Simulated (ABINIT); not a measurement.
## SiC (F-43m): a self-consistent loop beyond G0W0, cycle by cycle

Aim: iterate the self-energy on SiC (F-43m) and follow the gap from cycle to cycle.

Main program and level: ABINIT 10.8.3; PBE and many-body steps on it, plane waves.

**Experimental background.**

- Gap 2.39 eV: band gap at cryogenic temperature; bulk crystal (literature value) (quoted in “Silicon carbide diodes for neutron detection”, 2020, arxiv:2009.14696).

- Gap 2.4 eV: Tauc optical (indirect) gap of annealed polycrystalline 3C-SiC; UV-VIS spectroscopic ellipsometry, Tauc analysis; film (CVD ultrathin polycrystalline film, annealed, about 5 nm grains) (“On-Demand CMOS-Compatible Fabrication of Ultrathin Self-Aligned SiC Nanowire Arrays”, 2018, pmc:6267454).

Most raw output is cut from this account.

### 1. Starting point

The structure is cubic, space group F-43m (No. 216). The conventional cell has a = 4.358 Å, b = 4.358 Å, c = 4.358 Å, α = 90.00°, β = 90.00°, γ = 90.00°. Nearest to Si lie 4 C at 1.89 Å. Nearest to C lie 4 Si at 1.89 Å. Farther neighbours are not listed.

The cell and positions come from the Crystallography Open Database and are kept as given unless a step says otherwise.

### 2. Empty states on the mesh, 6×6×6 mesh, 33 bands

This step: ABINIT 10.8.3; DFT, PBE, plane waves, norm-conserving pseudopotentials.

The sums over transitions need many empty states on a uniform mesh; this step solves for them.

run.abi

```
acell 3*1.0 Angstrom
rprim 
  -0.000000000000 2.179000000000 2.179000000000
  2.179000000000 -0.000000000000 2.179000000000
  2.179000000000 2.179000000000 -0.000000000000
ntypat 2
znucl 14 6
natom 2
typat 1 2
xred 
  0.000000000000 0.000000000000 0.000000000000
  0.250000000000 0.250000000000 0.250000000000
pp_dirpath "pseudos"
pseudos "Si.upf, C.upf"
ecut 37
ngkpt 6 6 6
nshiftk 1
shiftk 0 0 0
kptopt 1
chksymbreak 0
iscf -2
irdden 1
istwfk *1
nband 33
nbdbuf 4
tolwfr 1e-09
nstep 60
prtvol 0
indata_prefix "in"
outdata_prefix "out"
tmpdata_prefix "tmp"
```

On the command line:

```bash
$ OMP_NUM_THREADS=1 mpirun -n 4 abinit run.abi > log
```

The job ended after 4.2 s (4 MPI ranks of Arm Neoverse V1, shared host; peak memory 0.27 GiB).

Numbers from this step:

- gap: 1.361 eV
- k of the valence top: 0, 0, 0
- k of the conduction bottom: 0.5, 0.5, 0
- least direct gap: 4.553 eV
- k points computed: 16
- lowest point of the top converged band, above the valence top: 50.7492 eV

On this mesh the gap is 1.361 eV.

The density comes from a self-consistent run that is not shown.

### 3. Screening, 6×6×6 mesh, 29 bands, screening to 130.6 eV

The RPA dielectric matrix is built and inverted for each q.

This step: RPA screening on PBE, plane waves, norm-conserving pseudopotentials.

Edit run.abi of step 2 so:

```diff
@@ -20,10 +20,11 @@
 chksymbreak 0
-iscf -2
-irdden 1
 istwfk *1
-nband 33
-nbdbuf 4
-tolwfr 1e-09
-nstep 60
-prtvol 0
+occopt 1
+irdwfk 1
+optdriver 3
+nband 29
+ecuteps 4.8
+inclvkb 2
+awtr 1
+symchi 1
 indata_prefix "in"
```

Elapsed: 11 s, on 4 MPI ranks; peak memory 0.48 GiB.

This step gave:

| Property | Result |
| --- | --- |
| ε∞ with local fields, on this mesh, along the program's q direction | 7.085 |
| the same without local fields | 7.739 |
| plasma frequency | 23.09 eV |
| plane waves in the screening matrix | 65 |

Local fields lower ε∞ by 8 %.

### 4. G0W0

The self-energy is evaluated for the states that the input lists, and the levels follow from it, in one-shot runs by the linearised quasiparticle equation.

This step: G0W0 on PBE, plane waves, norm-conserving pseudopotentials.

Edit run.abi of step 3 so:

```diff
@@ -23,8 +23,17 @@
 irdwfk 1
-optdriver 3
+optdriver 4
 nband 29
+gwcalctyp 0
+ecutsigx 37
+symsigma 1
+nkptgw 2
+kptgw 
+  0.0000000000 0.0000000000 0.0000000000
+  0.5000000000 0.5000000000 0.0000000000
+bdgw 
+  2 8
+  3 6
 ecuteps 4.8
-inclvkb 2
-awtr 1
-symchi 1
+irdscr 1
+ppmodel 1
 indata_prefix "in"
```

Elapsed: 2.9 s, on 4 MPI ranks; peak memory 0.13 GiB; 11 s of CPU time.

This step gave:

- G0W0 gap on the points computed: 1.902 eV
- starting gap on the mesh: 1.361 eV
- k of the valence top: 0, 0, 0
- k of the conduction bottom: 0.5, 0.5, 0
- Z at the valence top: 0.797
- Z at the conduction bottom: 0.822
- least direct G0W0 gap on the computed points: 5.5 eV

The gap on the mesh goes from 1.36 eV to 1.90 eV, a correction of +0.54 eV.

### 5. evGW0, cycle 1

This step: evGW0 on PBE, plane waves, norm-conserving pseudopotentials.

Edit run.abi of step 4 so:

```diff
@@ -25,12 +25,40 @@
 nband 29
-gwcalctyp 0
+gwcalctyp 10
 ecutsigx 37
 symsigma 1
-nkptgw 2
+nkptgw 16
 kptgw 
   0.0000000000 0.0000000000 0.0000000000
+  0.1666666667 0.0000000000 0.0000000000
+  0.3333333333 0.0000000000 0.0000000000
+  0.5000000000 0.0000000000 0.0000000000
+  0.1666666667 0.1666666667 0.0000000000
+  0.3333333333 0.1666666667 0.0000000000
+  0.5000000000 0.1666666667 0.0000000000
+  -0.3333333333 0.1666666667 0.0000000000
+  -0.1666666667 0.1666666667 0.0000000000
+  0.3333333333 0.3333333333 0.0000000000
+  0.5000000000 0.3333333333 0.0000000000
+  -0.3333333333 0.3333333333 0.0000000000
   0.5000000000 0.5000000000 0.0000000000
+  0.5000000000 0.3333333333 0.1666666667
+  -0.3333333333 0.3333333333 0.1666666667
+  -0.3333333333 0.5000000000 0.1666666667
 bdgw 
-  2 8
-  3 6
+  1 8
+  1 8
+  1 8
+  1 8
+  1 8
+  1 8
+  1 8
+  1 8
+  1 8
+  1 8
+  1 8
+  1 8
+  1 8
+  1 8
+  1 8
+  1 8
 ecuteps 4.8
```

Wall time 36 s (4 MPI ranks); peak memory 0.69 GiB.

Numbers from this step:

```
quasiparticle gap on the mesh                         : 2.023 eV
gap of the density functional on the mesh             : 1.361 eV
k of the valence top                                  : 0, 0, 0
k of the conduction bottom                            : 0.5, 0.5, 0
Z at the valence top                                  : 0.797
Z at the conduction bottom                            : 0.822
least direct quasiparticle gap on the computed points : 5.733 eV
```

Against G0W0 in ABINIT (6×6×6 mesh, 29 bands, screening to 130.6 eV, Godby-Needs plasmon pole), the gap moves by +0.121 eV. This first cycle still uses the starting levels; it takes the full correction, at all points of the mesh, and its linearised value is 1.902 eV.

### 6. evGW0, cycle 2

The corrected levels of the last cycle go back in.

Edit run.abi of step 5 so:

```diff
@@ -66,2 +66,3 @@
 ppmodel 1
+irdqps 1
 indata_prefix "in"
```

Run time: 36 s. Hardware: 4 MPI ranks; peak memory 0.69 GiB; 2.4 min of CPU time.

This step gave:

```yaml
quasiparticle_gap_on_the_mesh: 2.005 eV
gap_of_the_density_functional_on_the_mesh: 1.361 eV
k_of_the_valence_top: 0, 0, 0
k_of_the_conduction_bottom: 0.5, 0.5, 0
least_direct_quasiparticle_gap_on_the_computed_points: 5.644 eV
```

Against the cycle before, the gap moves by −0.018 eV.

### 7. evGW0, cycle 3

run.abi is that of step 6.

Elapsed: 36 s, on 4 MPI ranks; peak memory 0.69 GiB; 2.4 min of CPU time.

This step gave:

- quasiparticle gap on the mesh: 2.000 eV
- gap of the density functional on the mesh: 1.361 eV
- k of the valence top: 0, 0, 0
- k of the conduction bottom: 0.5, 0.5, 0
- least direct quasiparticle gap on the computed points: 5.648 eV

Against the cycle before, the gap moves by −0.005 eV.

### 8. Screening, 6×6×6 mesh, 29 bands, screening to 130.6 eV

This step: RPA screening on PBE, plane waves, norm-conserving pseudopotentials.

run.abi

```
acell 3*1.0 Angstrom
rprim 
  -0.000000000000 2.179000000000 2.179000000000
  2.179000000000 -0.000000000000 2.179000000000
  2.179000000000 2.179000000000 -0.000000000000
ntypat 2
znucl 14 6
natom 2
typat 1 2
xred 
  0.000000000000 0.000000000000 0.000000000000
  0.250000000000 0.250000000000 0.250000000000
pp_dirpath "pseudos"
pseudos "Si.upf, C.upf"
ecut 37
ngkpt 6 6 6
nshiftk 1
shiftk 0 0 0
kptopt 1
chksymbreak 0
istwfk *1
occopt 1
irdwfk 1
optdriver 3
nband 29
ecuteps 4.8
inclvkb 2
awtr 1
symchi 1
gwcalctyp 10
mbpt_sciss 1.171 eV
nqptdm 1
qptdm 
  0 0 0
indata_prefix "in"
outdata_prefix "out"
tmpdata_prefix "tmp"
```

Wall time 2.4 s (4 MPI ranks); peak memory 0.13 GiB; 9.2 s of CPU time.

This step gave:

| Item | Value |
| --- | --- |
| ε∞ with local fields, on this mesh, along the program's q direction | 6.275 |
| the same without local fields | 6.796 |
| plasma frequency | 23.09 eV |
| plane waves in the screening matrix | 65 |

This screening uses the functional's bands under a rigid shift, the mean opening of the cycle before.

### 9. Screening, 6×6×6 mesh, 29 bands, screening to 130.6 eV

This step: RPA screening on PBE from quasiparticle energies, plane waves, norm-conserving pseudopotentials.

Edit run.abi of step 8 so:

```diff
@@ -29,7 +29,21 @@
 symchi 1
+irdqps 1
 gwcalctyp 10
-mbpt_sciss 1.171 eV
-nqptdm 1
+nqptdm 15
 qptdm 
-  0 0 0
+  0.1666666667 0.0000000000 0.0000000000
+  0.3333333333 0.0000000000 0.0000000000
+  0.5000000000 0.0000000000 0.0000000000
+  0.1666666667 0.1666666667 0.0000000000
+  0.3333333333 0.1666666667 0.0000000000
+  0.5000000000 0.1666666667 0.0000000000
+  -0.3333333333 0.1666666667 0.0000000000
+  -0.1666666667 0.1666666667 0.0000000000
+  0.3333333333 0.3333333333 0.0000000000
+  0.5000000000 0.3333333333 0.0000000000
+  -0.3333333333 0.3333333333 0.0000000000
+  0.5000000000 0.5000000000 0.0000000000
+  0.5000000000 0.3333333333 0.1666666667
+  -0.3333333333 0.3333333333 0.1666666667
+  -0.3333333333 0.5000000000 0.1666666667
 indata_prefix "in"
```

mrgscr.stdin

```
2
merged
q0_SCR
out_SCR
1
```

On the command line:

```bash
$ OMP_NUM_THREADS=1 mpirun -n 4 abinit run.abi > log; mrgscr < mrgscr.stdin
```

Run time: 10 s. Hardware: 4 MPI ranks; peak memory 0.46 GiB; 41 s of CPU time.

This step gave:

| Item | Value |
| --- | --- |
| plasma frequency | 23.09 eV |
| plane waves in the screening matrix | 65 |

This screening reads the quasiparticle levels of the cycle before.

### 10. evGW, cycle 1

This step: evGW on PBE, plane waves, norm-conserving pseudopotentials.

Edit run.abi of step 9 so:

```diff
@@ -23,12 +23,10 @@
 irdwfk 1
-optdriver 3
+optdriver 4
 nband 29
-ecuteps 4.8
-inclvkb 2
-awtr 1
-symchi 1
-irdqps 1
 gwcalctyp 10
-nqptdm 15
-qptdm 
+ecutsigx 37
+symsigma 1
+nkptgw 16
+kptgw 
+  0.0000000000 0.0000000000 0.0000000000
   0.1666666667 0.0000000000 0.0000000000
@@ -48,2 +46,23 @@
   -0.3333333333 0.5000000000 0.1666666667
+bdgw 
+  1 8
+  1 8
+  1 8
+  1 8
+  1 8
+  1 8
+  1 8
+  1 8
+  1 8
+  1 8
+  1 8
+  1 8
+  1 8
+  1 8
+  1 8
+  1 8
+ecuteps 4.8
+irdscr 1
+ppmodel 1
+irdqps 1
 indata_prefix "in"
```

On the command line:

```bash
$ OMP_NUM_THREADS=1 mpirun -n 4 abinit run.abi > log
```

Run time: 36 s. Hardware: 4 MPI ranks; peak memory 0.69 GiB.

Numbers from this step:

- quasiparticle gap on the mesh: 2.17 eV
- gap of the density functional on the mesh: 1.361 eV
- k of the valence top: 0, 0, 0
- k of the conduction bottom: 0.5, 0.5, 0
- least direct quasiparticle gap on the computed points: 5.855 eV

Against G0W0 in ABINIT (6×6×6 mesh, 29 bands, screening to 130.6 eV, Godby-Needs plasmon pole), the gap moves by +0.268 eV.

### 11. Screening, 6×6×6 mesh, 29 bands, screening to 130.6 eV

This step: RPA screening on PBE, plane waves, norm-conserving pseudopotentials.

run.abi

```
acell 3*1.0 Angstrom
rprim 
  -0.000000000000 2.179000000000 2.179000000000
  2.179000000000 -0.000000000000 2.179000000000
  2.179000000000 2.179000000000 -0.000000000000
ntypat 2
znucl 14 6
natom 2
typat 1 2
xred 
  0.000000000000 0.000000000000 0.000000000000
  0.250000000000 0.250000000000 0.250000000000
pp_dirpath "pseudos"
pseudos "Si.upf, C.upf"
ecut 37
ngkpt 6 6 6
nshiftk 1
shiftk 0 0 0
kptopt 1
chksymbreak 0
istwfk *1
occopt 1
irdwfk 1
optdriver 3
nband 29
ecuteps 4.8
inclvkb 2
awtr 1
symchi 1
gwcalctyp 10
mbpt_sciss 1.388 eV
nqptdm 1
qptdm 
  0 0 0
indata_prefix "in"
outdata_prefix "out"
tmpdata_prefix "tmp"
```

The job ended after 2.4 s (4 MPI ranks; peak memory 0.13 GiB; 9.4 s of CPU time).

This step gave:

| Item | Value |
| --- | --- |
| ε∞ with local fields, on this mesh, along the program's q direction | 6.150 |
| the same without local fields | 6.651 |
| plasma frequency | 23.09 eV |
| plane waves in the screening matrix | 65 |

This screening uses the functional's bands under a rigid shift, the mean opening of the cycle before.

### 12. Screening, 6×6×6 mesh, 29 bands, screening to 130.6 eV

This step: RPA screening on PBE from quasiparticle energies, plane waves, norm-conserving pseudopotentials.

Edit run.abi of step 11 so:

```diff
@@ -29,7 +29,21 @@
 symchi 1
+irdqps 1
 gwcalctyp 10
-mbpt_sciss 1.388 eV
-nqptdm 1
+nqptdm 15
 qptdm 
-  0 0 0
+  0.1666666667 0.0000000000 0.0000000000
+  0.3333333333 0.0000000000 0.0000000000
+  0.5000000000 0.0000000000 0.0000000000
+  0.1666666667 0.1666666667 0.0000000000
+  0.3333333333 0.1666666667 0.0000000000
+  0.5000000000 0.1666666667 0.0000000000
+  -0.3333333333 0.1666666667 0.0000000000
+  -0.1666666667 0.1666666667 0.0000000000
+  0.3333333333 0.3333333333 0.0000000000
+  0.5000000000 0.3333333333 0.0000000000
+  -0.3333333333 0.3333333333 0.0000000000
+  0.5000000000 0.5000000000 0.0000000000
+  0.5000000000 0.3333333333 0.1666666667
+  -0.3333333333 0.3333333333 0.1666666667
+  -0.3333333333 0.5000000000 0.1666666667
 indata_prefix "in"
```

mrgscr.stdin is that of step 9.

On the command line:

```bash
$ OMP_NUM_THREADS=1 mpirun -n 4 abinit run.abi > log; mrgscr < mrgscr.stdin
```

Elapsed: 11 s, on 4 MPI ranks; peak memory 0.46 GiB; 43 s of CPU time.

This step gave:

```yaml
plasma_frequency: 23.09 eV
plane_waves_in_the_screening_matrix: 65
```

This screening reads the quasiparticle levels of the cycle before.

### 13. evGW, cycle 2

This step: evGW on PBE, plane waves, norm-conserving pseudopotentials.

Edit run.abi of step 12 so:

```diff
@@ -23,12 +23,10 @@
 irdwfk 1
-optdriver 3
+optdriver 4
 nband 29
-ecuteps 4.8
-inclvkb 2
-awtr 1
-symchi 1
-irdqps 1
 gwcalctyp 10
-nqptdm 15
-qptdm 
+ecutsigx 37
+symsigma 1
+nkptgw 16
+kptgw 
+  0.0000000000 0.0000000000 0.0000000000
   0.1666666667 0.0000000000 0.0000000000
@@ -48,2 +46,23 @@
   -0.3333333333 0.5000000000 0.1666666667
+bdgw 
+  1 8
+  1 8
+  1 8
+  1 8
+  1 8
+  1 8
+  1 8
+  1 8
+  1 8
+  1 8
+  1 8
+  1 8
+  1 8
+  1 8
+  1 8
+  1 8
+ecuteps 4.8
+irdscr 1
+ppmodel 1
+irdqps 1
 indata_prefix "in"
```

On the command line:

```bash
$ OMP_NUM_THREADS=1 mpirun -n 4 abinit run.abi > log
```

It took 36 s on 4 MPI ranks; peak memory 0.69 GiB.

This step gave:

```yaml
quasiparticle_gap_on_the_mesh: 2.188 eV
gap_of_the_density_functional_on_the_mesh: 1.361 eV
k_of_the_valence_top: 0, 0, 0
k_of_the_conduction_bottom: 0.5, 0.5, 0
least_direct_quasiparticle_gap_on_the_computed_points: 5.878 eV
```

Against the cycle before, the gap moves by +0.018 eV.

### 14. Screening, 6×6×6 mesh, 29 bands, screening to 130.6 eV

This step: RPA screening on PBE, plane waves, norm-conserving pseudopotentials.

run.abi

```
acell 3*1.0 Angstrom
rprim 
  -0.000000000000 2.179000000000 2.179000000000
  2.179000000000 -0.000000000000 2.179000000000
  2.179000000000 2.179000000000 -0.000000000000
ntypat 2
znucl 14 6
natom 2
typat 1 2
xred 
  0.000000000000 0.000000000000 0.000000000000
  0.250000000000 0.250000000000 0.250000000000
pp_dirpath "pseudos"
pseudos "Si.upf, C.upf"
ecut 37
ngkpt 6 6 6
nshiftk 1
shiftk 0 0 0
kptopt 1
chksymbreak 0
istwfk *1
occopt 1
irdwfk 1
optdriver 3
nband 29
ecuteps 4.8
inclvkb 2
awtr 1
symchi 1
gwcalctyp 10
mbpt_sciss 1.412 eV
nqptdm 1
qptdm 
  0 0 0
indata_prefix "in"
outdata_prefix "out"
tmpdata_prefix "tmp"
```

Wall time 2.4 s (4 MPI ranks); peak memory 0.13 GiB.

This step gave:

```yaml
eps_infinity_with_local_fields_on_this_mesh_along_the_program_s_q_direction: 6.136
the_same_without_local_fields: 6.635
plasma_frequency: 23.09 eV
plane_waves_in_the_screening_matrix: 65
```

This screening uses the functional's bands under a rigid shift, the mean opening of the cycle before.

### 15. Screening, 6×6×6 mesh, 29 bands, screening to 130.6 eV

This step: RPA screening on PBE from quasiparticle energies, plane waves, norm-conserving pseudopotentials.

Edit run.abi of step 14 so:

```diff
@@ -29,7 +29,21 @@
 symchi 1
+irdqps 1
 gwcalctyp 10
-mbpt_sciss 1.412 eV
-nqptdm 1
+nqptdm 15
 qptdm 
-  0 0 0
+  0.1666666667 0.0000000000 0.0000000000
+  0.3333333333 0.0000000000 0.0000000000
+  0.5000000000 0.0000000000 0.0000000000
+  0.1666666667 0.1666666667 0.0000000000
+  0.3333333333 0.1666666667 0.0000000000
+  0.5000000000 0.1666666667 0.0000000000
+  -0.3333333333 0.1666666667 0.0000000000
+  -0.1666666667 0.1666666667 0.0000000000
+  0.3333333333 0.3333333333 0.0000000000
+  0.5000000000 0.3333333333 0.0000000000
+  -0.3333333333 0.3333333333 0.0000000000
+  0.5000000000 0.5000000000 0.0000000000
+  0.5000000000 0.3333333333 0.1666666667
+  -0.3333333333 0.3333333333 0.1666666667
+  -0.3333333333 0.5000000000 0.1666666667
 indata_prefix "in"
```

mrgscr.stdin is that of step 12.

On the command line:

```bash
$ OMP_NUM_THREADS=1 mpirun -n 4 abinit run.abi > log; mrgscr < mrgscr.stdin
```

Elapsed: 10 s, on 4 MPI ranks; peak memory 0.46 GiB.

Numbers from this step:

```yaml
plasma_frequency: 23.09 eV
plane_waves_in_the_screening_matrix: 65
```

This screening reads the quasiparticle levels of the cycle before.

### 16. evGW, cycle 3

This step: evGW on PBE, plane waves, norm-conserving pseudopotentials.

Edit run.abi of step 15 so:

```diff
@@ -23,12 +23,10 @@
 irdwfk 1
-optdriver 3
+optdriver 4
 nband 29
-ecuteps 4.8
-inclvkb 2
-awtr 1
-symchi 1
-irdqps 1
 gwcalctyp 10
-nqptdm 15
-qptdm 
+ecutsigx 37
+symsigma 1
+nkptgw 16
+kptgw 
+  0.0000000000 0.0000000000 0.0000000000
   0.1666666667 0.0000000000 0.0000000000
@@ -48,2 +46,23 @@
   -0.3333333333 0.5000000000 0.1666666667
+bdgw 
+  1 8
+  1 8
+  1 8
+  1 8
+  1 8
+  1 8
+  1 8
+  1 8
+  1 8
+  1 8
+  1 8
+  1 8
+  1 8
+  1 8
+  1 8
+  1 8
+ecuteps 4.8
+irdscr 1
+ppmodel 1
+irdqps 1
 indata_prefix "in"
```

On the command line:

```bash
$ OMP_NUM_THREADS=1 mpirun -n 4 abinit run.abi > log
```

It took 36 s on 4 MPI ranks; peak memory 0.69 GiB; 2.4 min of CPU time.

This step gave:

| Property | Result |
| --- | --- |
| quasiparticle gap on the mesh | 2.190 eV |
| gap of the density functional on the mesh | 1.361 eV |
| k of the valence top | 0, 0, 0 |
| k of the conduction bottom | 0.5, 0.5, 0 |
| least direct quasiparticle gap on the computed points | 5.88 eV |

Against the cycle before, the gap moves by +0.002 eV.

### 17. Side by side

Times are wall times on 4 MPI ranks of Arm Neoverse V1, shared host, good to a factor of about two. A run's time includes the screening step that it read.

```tsv
run	mesh	bands	screening cutoff (eV)	DFT gap (eV)	gap on the mesh (eV)	direct (eV)	ε∞ used	time
G0W0	6×6×6	29	130.6	1.361	1.902	5.500	7.08	14 s
evGW0, cycle 1	6×6×6	29	130.6	1.361	2.023	5.733	7.08	46 s
evGW0, cycle 2	6×6×6	29	130.6	1.361	2.005	5.644	7.08	46 s
evGW0, cycle 3	6×6×6	29	130.6	1.361	2.000	5.648	7.08	47 s
evGW, cycle 1	6×6×6	29	130.6	1.361	2.170	5.855	6.28	48 s
evGW, cycle 2	6×6×6	29	130.6	1.361	2.188	5.878	6.15	50 s
evGW, cycle 3	6×6×6	29	130.6	1.361	2.190	5.880	6.14	49 s
```

### 18. What came out

```
G0W0           : 1.902 eV
evGW0, cycle 1 : 2.023 eV
evGW0, cycle 2 : 2.005 eV
evGW0, cycle 3 : 2.000 eV
evGW, cycle 1  : 2.170 eV
evGW, cycle 2  : 2.188 eV
evGW, cycle 3  : 2.190 eV
known limits   : not at the basis limit
```

Only the bands that the input lists are updated; the others, empty or deep, keep the functional's energies or take a rigid shift. The evGW loop starts from the last levels of evGW0, so its cycles and time come on top of those. evGW0 ends at 2.00 eV, +0.10 eV from G0W0, after 3 cycles that took 1.8 min beside the first screening; the last moved the gap by 0.005 eV. evGW ends at 2.19 eV, +0.29 eV from G0W0, after 3 cycles that took 2.4 min beside the first screening; the last moved the gap by 0.002 eV. Against experiment, by evGW, cycle 3: the gap of 2.19 eV lies −0.20 eV from the measured 2.39 eV (kind not stated, quoted 2020); the gap of 2.19 eV lies −0.21 eV from the measured 2.4 eV (indirect, 2018). These are gaps on the mesh, at modest bands and cutoff. The calculation has static nuclei and no excitons; a measured gap holds zero-point and thermal motion, which mostly lowers it. Bands and cutoff are finite, so the gap is not at the basis limit. The miss can reach some tenths of an eV and take either sign; the mesh is an error of its own. In the updated screening the q = 0 part is built from Kohn-Sham bands under a rigid shift, the other q from the quasiparticle levels.

[Paths, hosts, dates, memory and timing lines, banners, echoed tables and standing remarks are left out of the program output.]

[Logs are printed without paths, hosts, clocks, repeated set-up lines and the standing remarks that a program may print on its own settings, such as how far it seeks lower states.]

[Runs of the session that timed out or met a known fault of the program may be left out.]

[Hosts, paths, dates, database ids (printed as entryN), source tags and the programs' standing remarks are cut or masked in the printed files.]

[G0W0 gaps are taken among the corrected bands and points alone; a level outside them can change the order at an edge.]

[Where Ansatz stands beside ABINIT at settings called matched, ABINIT's density can come from a denser mesh and the files from another edition; pairs whose starting gaps differed by over 0.03 eV were left out, so agreement reads better than it is.]
